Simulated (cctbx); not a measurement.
## V4In3BiO12 with cctbx, script by script

Library: cctbx 2025.11. The data are simulated by the first script.

## 1. Simulate the data

run.py:

```python
from cctbx import adptbx, crystal, miller, sgtbx, xray
from cctbx.array_family import flex
from iotbx.shelx import hklf
from scitbx import matrix
import scitbx.random

cs = crystal.symmetry(unit_cell=(7.987, 7.987, 7.987, 90, 90, 90), space_group_symbol='Hall: -I 2 2 3')  # Im-3
atoms = [  # label, site, U (iso, or U11 U22 U33 U12 U13 U23 in A^2), occupancy
    ("Bi1", (0, 0, 0), (0.0040, 0.0040, 0.0040, -0.0000, 0.0000, -0.0000), 1),
    ("In1", (0, 0, 0.5), (0.0026, 0.0035, 0.0028, 0.0000, 0.0000, 0.0000), 1),
    ("V1", (0.25, 0.25, 0.25), (0.0059, 0.0059, 0.0059, -0.0007, -0.0007, -0.0007), 1),
    ("O1", (0.296, 0.192, 0), (0.0061, 0.0087, 0.0070, -0.0001, 0.0000, 0.0000), 1),
]
xs = xray.structure(crystal_symmetry=cs)
for label, site, u, occ in atoms:
    u = adptbx.u_cif_as_u_star(cs.unit_cell(), u) if isinstance(u, tuple) else u
    xs.add_scatterer(xray.scatterer(label, site=site, u=u, occupancy=occ))
xs.set_inelastic_form_factors(0.71073, "sasaki")
xs.show_summary()
p1 = xs.expand_to_p1()
ms = miller.build_set(p1, anomalous_flag=True, d_min=0.6)
flex.set_random_seed(408252)
scitbx.random.set_random_seed(408252)
ms = ms.select(flex.random_double(ms.size()) < 0.7)
i = ms.structure_factors_from_scatterers(p1, algorithm="direct").f_calc().as_intensity_array().data()
i = i * 20000 / flex.max(i)
sig = flex.sqrt(i + flex.pow2(0.04 * i) + 8 ** 2)
noise = scitbx.random.variate(scitbx.random.normal_distribution())(i.size())
data = ms.array(data=i + sig * noise, sigmas=sig).set_observation_type_xray_intensity()
with open("data.hkl", "w") as f:
    data.export_as_shelx_hklf(f)
print("reflections written:", data.size(), " <I/sigma> = %.1f" % flex.mean(data.data() / data.sigmas()))
for h, a, b in list(data.sort("data"))[:12]:
    print("%4d%4d%4d %9.1f %7.1f" % (h + (a, b)))
```

```console
$ python run.py
```

```text
Number of scatterers: 4
At special positions: 4
Unit cell: (7.987, 7.987, 7.987, 90, 90, 90)
Space group: I m -3 (No. 204)
reflections written: 6858  <I/sigma> = 5.3
  -4   0   0   20034.0   812.4
   4   0   0   19170.2   812.4
   0   0   4   18741.5   812.4
   2   0  -2   17521.5   684.2
   2   0   2   17079.9   684.2
   0  -2  -2   16681.9   684.2
  -2   0  -2   16478.1   684.2
  -2   0   2   15910.7   684.2
   2   2   0   15742.7   684.2
  -2   4  -2   14666.5   551.8
   4   2  -2   14453.6   551.8
  -4   2   2   14019.8   551.8
```

It took 0.29 s on 1 thread of Arm Neoverse V2, with other jobs on the host, peak memory 0.07 GiB.

## 2. Refinement (right model, isotropic)

run.py:

```python
import math
from cctbx import adptbx, crystal, maptbx, sgtbx, xray
from cctbx.array_family import flex
from cctbx.xray import observations
from iotbx.shelx import hklf
from scitbx.lstbx import normal_eqns_solving
from smtbx import absolute_structure, utils
from smtbx.refinement import constraints, least_squares

cs = crystal.symmetry(unit_cell=(7.987, 7.987, 7.987, 90, 90, 90), space_group_symbol='Hall: -I 2 2 3')  # Im-3
atoms = [  # label, site, U (iso, or U11 U22 U33 U12 U13 U23 in A^2), occupancy
    ("Bi1", (0, 0, 0), 0.0200, 1),
    ("In1", (0, 0, 0.5), 0.0200, 1),
    ("V1", (0.25, 0.25, 0.25), 0.0200, 1),
    ("O1", (0.3034, 0.1877, 0), 0.0200, 1),
]
xs = xray.structure(crystal_symmetry=cs)
for label, site, u, occ in atoms:
    u = adptbx.u_cif_as_u_star(cs.unit_cell(), u) if isinstance(u, tuple) else u
    xs.add_scatterer(xray.scatterer(label, site=site, u=u, occupancy=occ))
xs.set_inelastic_form_factors(0.71073, "sasaki")
raw = hklf.reader(file_name="data.hkl").as_miller_arrays(crystal_symmetry=cs, anomalous=True)[0]
merged = raw.eliminate_sys_absent().merge_equivalents()
fo2 = merged.array().set_observation_type_xray_intensity()
print("Rint %.3f, %d unique reflections to %.2f A" % (merged.r_int(), fo2.size(), fo2.d_min()))
for sc in xs.scatterers():
    sc.flags.set_grad_site(True)
    sc.flags.set_grad_u_aniso(sc.flags.use_u_aniso())
    sc.flags.set_grad_u_iso(sc.flags.use_u_iso())
obs = fo2.as_xray_observations()
extra = {}
rep = constraints.reparametrisation(xs, [], utils.connectivity_table(xs), **extra)
ls = least_squares.crystallographic_ls(obs, rep, weighting_scheme=least_squares.mainstream_shelx_weighting(a=0, b=0))
print("cycle     R1     wR2    GooF  max shift (A)")
for cycle in range(8):
    ls.build_up()
    r1, wr2, goof = ls.r1_factor(cutoff_factor=2)[0], ls.wR2(), ls.goof()
    old = xs.sites_cart()
    normal_eqns_solving.levenberg_marquardt_iterations(ls, n_max_iterations=3, tau=1e-06, step_threshold=1e-7)
    big = flex.max((xs.sites_cart() - old).norms())
    print("%4d %7.4f %7.4f %7.3f %9.5f" % (cycle + 1, r1, wr2, goof, big))
    ls.build_up(objective_only=True)
    if abs(ls.wR2() - wr2) < 5e-5 and big < 5e-4:
        break
ls.build_up()
print("final R1 %.4f wR2 %.4f GooF %.3f  parameters %d  data/parameter %.1f" % (ls.r1_factor(cutoff_factor=2)[0], ls.wR2(), ls.goof(), ls.n_parameters, fo2.size() / ls.n_parameters))
cov = ls.covariance_matrix_and_annotations()
su = dict(zip(cov.annotations, (math.sqrt(max(v, 0)) for v in cov.matrix.matrix_packed_u_diagonal())))
a2 = cs.unit_cell().reciprocal_parameters()[0] ** -2
print("atom        x        y        z      Ueq    occ   su(xyz)  su(Uiso or U11)")
for sc in xs.scatterers():
    s = max(su.get(sc.label + k, 0) for k in (".x", ".y", ".z"))
    npd = "" if sc.is_positive_definite_u(cs.unit_cell()) else "  NPD"
    print("%-5s %8.5f %8.5f %8.5f %8.4f %6.3f %8.5f %7.4f%s" % ((sc.label,) + sc.site + (sc.u_iso_or_equiv(cs.unit_cell()), sc.occupancy, s, su.get(sc.label + ".uiso", su.get(sc.label + ".u11", 0) * a2), npd)))
fo = fo2.f_sq_as_f()
fc = fo.structure_factors_from_scatterers(xs, algorithm="direct").f_calc()
diff = fo.f_obs_minus_f_calc(1 / math.sqrt(ls.scale_factor()), fc).average_bijvoet_mates()
m = diff.fft_map(symmetry_flags=maptbx.use_space_group_symmetry, resolution_factor=0.25).apply_volume_scaling()
print("difference map: max %.2f min %.2f rms %.2f" % (m.statistics().max(), m.statistics().min(), m.statistics().sigma()))
peaks = m.peak_search(parameters=maptbx.peak_search_parameters(min_distance_sym_equiv=0.6, max_clusters=6)).all()
near = xs.closest_distances(peaks.sites(), distance_cutoff=4)
sps = cs.special_position_settings(min_distance_sym_equiv=0.5)
for k, (x, h) in enumerate(zip(peaks.sites(), peaks.heights())):
    ss = sps.site_symmetry(x)
    print("Q%-3d %7.4f %7.4f %7.4f %4d %7.2f  %.2f A from %s" % ((k + 1,) + tuple(t % 1 for t in ss.exact_site()) + (ss.multiplicity(), h, near.smallest_distances[k], xs.scatterers()[near.i_seqs[k]].label)))
```

```console
$ python run.py
```

```text
Rint 0.040, 243 unique reflections to 0.60 A
cycle     R1     wR2    GooF  max shift (A)
   1  0.2127  0.4458  20.385   0.06932
   2  0.0108  0.0278   1.271   0.00002
final R1 0.0108 wR2 0.0278 GooF 1.271  parameters 6  data/parameter 40.5
atom        x        y        z      Ueq    occ   su(xyz)  su(Uiso or U11)
Bi1    0.00000  0.00000  0.00000   0.0040  1.000  0.00000  0.0001
In1    0.00000  0.00000  0.50000   0.0030  1.000  0.00000  0.0001
V1     0.25000  0.25000  0.25000   0.0059  1.000  0.00000  0.0001
O1     0.29597  0.19218  0.00000   0.0073  1.000  0.00019  0.0002
difference map: max 1.05 min -1.29 rms 0.15
Q1    0.0000  0.0534  0.5000   12    1.06  0.43 A from In1
Q2    0.0910  0.0910  0.0910   16    0.52  1.26 A from Bi1
Q3    0.2500  0.2500  0.2500    8    0.48  0.00 A from V1
Q4    0.0000  0.1669  0.2720   24    0.38  1.21 A from O1
Q5    0.1550  0.2356  0.1745   48    0.37  0.98 A from V1
Q6    0.0000  0.3062  0.2420   24    0.37  0.41 A from O1
```

Time: 0.39 s.

## 3. Refinement (right model, anisotropic)

run.py, as its changes from the last script of this kind:

```diff
@@ -12,4 +12,4 @@
-    ("Bi1", (0, 0, 0), 0.0200, 1),
-    ("In1", (0, 0, 0.5), 0.0200, 1),
-    ("V1", (0.25, 0.25, 0.25), 0.0200, 1),
-    ("O1", (0.3034, 0.1877, 0), 0.0200, 1),
+    ("Bi1", (0, 0, 0), 0.0040, 1),
+    ("In1", (0, 0, 0.5), 0.0030, 1),
+    ("V1", (0.25, 0.25, 0.25), 0.0059, 1),
+    ("O1", (0.29597, 0.19218, 0), 0.0073, 1),
@@ -21,0 +22 @@
+xs.convert_to_anisotropic()
```

```console
$ python run.py
```

```text
Rint 0.040, 243 unique reflections to 0.60 A
cycle     R1     wR2    GooF  max shift (A)
   1  0.0108  0.0278   1.288   0.00037
   2  0.0089  0.0210   0.972   0.00000
final R1 0.0089 wR2 0.0210 GooF 0.972  parameters 12  data/parameter 20.2
atom        x        y        z      Ueq    occ   su(xyz)  su(Uiso or U11)
Bi1    0.00000  0.00000  0.00000   0.0040  1.000  0.00000  0.0000
In1    0.00000  0.00000  0.50000   0.0030  1.000  0.00000  0.0001
V1     0.25000  0.25000  0.25000   0.0059  1.000  0.00000  0.0001
O1     0.29592  0.19218  0.00000   0.0073  1.000  0.00015  0.0004
difference map: max 0.47 min -0.50 rms 0.13
Q1    0.0902  0.0902  0.0902   16    0.47  1.25 A from Bi1
Q2    0.0000  0.1372  0.1297   24    0.36  1.36 A from O1
Q3    0.0000  0.1634  0.2750   24    0.36  1.25 A from O1
Q4    0.1434  0.2330  0.1619   48    0.36  1.11 A from V1
Q5    0.0580  0.3747  0.2778   48    0.34  1.04 A from O1
Q6    0.1235  0.2208  0.3514   48    0.32  1.32 A from V1
```

Time: 0.37 s.

## 4. Refinement

run.py, as its changes from the last script of this kind:

```diff
@@ -24 +24 @@
-merged = raw.eliminate_sys_absent().merge_equivalents()
+merged = raw.eliminate_sys_absent().resolution_filter(d_min=2).merge_equivalents()
@@ -36 +36 @@
-for cycle in range(8):
+for cycle in range(12):
```

```console
$ python run.py
```

```text
Rint 0.037, 9 unique reflections to 2.13 A
cycle     R1     wR2    GooF  max shift (A)
   1  0.0064  0.0168   0.000   0.00015
   2  0.0000  0.0000   0.000   0.00000
final R1 0.0000 wR2 0.0000 GooF 0.000  parameters 12  data/parameter 0.8
RuntimeError: scitbx Error:  SCITBX_ASSERT(!cholesky.failure) failure in index: 9
```

Time: 0.35 s.

This run holds a fault made on purpose: data cut at low resolution.

## 5. Refinement

run.py, as its changes from the last script of this kind:

```diff
@@ -12 +12 @@
-    ("Bi1", (0, 0, 0), 0.0040, 1),
+    ("Re1", (0, 0, 0), 0.0040, 1),
@@ -24 +24 @@
-merged = raw.eliminate_sys_absent().resolution_filter(d_min=2).merge_equivalents()
+merged = raw.eliminate_sys_absent().merge_equivalents()
```

```console
$ python run.py
```

```text
Rint 0.040, 243 unique reflections to 0.60 A
cycle     R1     wR2    GooF  max shift (A)
   1  0.0533  0.1157   5.358   0.00067
   2  0.0210  0.0528   2.447   0.00000
final R1 0.0210 wR2 0.0528 GooF 2.447  parameters 12  data/parameter 20.2
atom        x        y        z      Ueq    occ   su(xyz)  su(Uiso or U11)
Re1    0.00000  0.00000  0.00000   0.0031  1.000  0.00000  0.0001
In1    0.00000  0.00000  0.50000   0.0047  1.000  0.00000  0.0002
V1     0.25000  0.25000  0.25000   0.0072  1.000  0.00000  0.0002
O1     0.29601  0.19225  0.00000   0.0107  1.000  0.00037  0.0011
difference map: max 1.16 min -3.97 rms 0.34
Q1    0.0000  0.0000  0.0000    2    1.21  0.00 A from Re1
Q2    0.0912  0.0912  0.0912   16    0.65  1.26 A from Re1
Q3    0.0000  0.3812  0.3687   24    0.59  1.41 A from In1
Q4    0.0000  0.2063  0.1937   24    0.52  0.72 A from O1
Q5    0.0000  0.1278  0.1234   24    0.51  1.42 A from Re1
Q6    0.0000  0.1640  0.2823   24    0.51  1.28 A from O1
```

Time: 0.4 s.

This run holds a fault made on purpose: wrong element: Re1 is Bi.

## 6. Refinement

run.py, as its changes from the last script of this kind:

```diff
@@ -12,2 +12,2 @@
-    ("Re1", (0, 0, 0), 0.0040, 1),
-    ("In1", (0, 0, 0.5), 0.0030, 1),
+    ("Bi1", (0, 0, 0), 0.0040, 1),
+    ("La1", (0, 0, 0.5), 0.0030, 1),
```

```console
$ python run.py
```

```text
Rint 0.040, 243 unique reflections to 0.60 A
cycle     R1     wR2    GooF  max shift (A)
   1  0.1111  0.2723  12.613   0.00151
   2  0.0497  0.1347   6.238   0.00005
final R1 0.0497 wR2 0.1347 GooF 6.238  parameters 12  data/parameter 20.2
atom        x        y        z      Ueq    occ   su(xyz)  su(Uiso or U11)
Bi1    0.00000  0.00000  0.00000   0.0023  1.000  0.00000  0.0003
La1    0.00000  0.00000  0.50000   0.0072  1.000  0.00000  0.0005
V1     0.25000  0.25000  0.25000   0.0042  1.000  0.00000  0.0006
O1     0.29616  0.19218  0.00000   0.0061  1.000  0.00099  0.0027
difference map: max 7.41 min -9.02 rms 0.74
Q1    0.0000  0.0000  0.0000    2    7.48  0.00 A from Bi1
Q2    0.2500  0.2500  0.2500    8    1.80  0.00 A from V1
Q3    0.0000  0.5000  0.4074   12    1.65  0.74 A from La1
Q4    0.0000  0.4283  0.0674   24    1.59  0.79 A from La1
Q5    0.0000  0.0556  0.4259   24    1.29  0.74 A from La1
Q6    0.0000  0.3732  0.3736   24    1.23  1.43 A from La1
```

Run time: 0.42 s on 1 thread of Arm Neoverse V2 (shared host), peak memory 0.09 GiB.

This run holds a fault made on purpose: wrong element: La1 is In.

[Logs are printed without paths, hosts, clocks, repeated set-up lines and the standing remarks that a program may print on its own settings, such as how far it seeks lower states.]
